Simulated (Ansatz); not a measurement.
Consider CrSBr (Pmmn).

```
Cr S Br
1.0
     0.00000   -2.50348   -2.50348
    -4.75547    0.00000    0.00000
     0.00000    5.93548   -5.93548
Cr S Br
2 2 2
Direct
  0.50000 0.00000 0.87874
  0.00000 0.50000 0.12126
  0.50000 0.50000 0.92950
  0.00000 0.00000 0.07050
  0.00000 0.00000 0.66596
  0.50000 0.50000 0.33404
```

The cell and positions are those that the Materials Project relaxed with its own functionals (PBE, PBE+U or r2SCAN), kept fixed. The program's search for lower electronic states was switched off, so nothing shows that the state found is the lowest. PAW set soft_2, made with PBE.

A constrained-RPA run (Ansatz 0.2.0; non-magnetic LDA; Cr d, bands v3 to c7, 6×4×2 mesh, medium accuracy) builds 10 functions on bands 3.4 eV wide, with 6.0 electrons in the window. The bare on-site interaction is 15.1 eV and the bare J 0.48 eV.

Q: What U and J survive the screening?

On the Cr d shell, U = 2.62 eV (17 % of the bare value), U′ = 1.87 eV, J = 0.35 eV.

The parent state is non-magnetic and the interaction static (zero frequency); U depends on the window and the orbitals, so it belongs to this model alone.

[Paths, hosts, dates, memory and timing lines, banners, echoed tables and standing remarks are left out of the program output.]

[Logs are printed without paths, hosts, clocks, repeated set-up lines and the standing remarks that a program may print on its own settings, such as how far it seeks lower states.]

[Runs of the session that timed out or met a known fault of the program may be left out.]

[Hosts, paths, dates, database ids (printed as entryN), source tags and the programs' standing remarks are cut or masked in the printed files.]
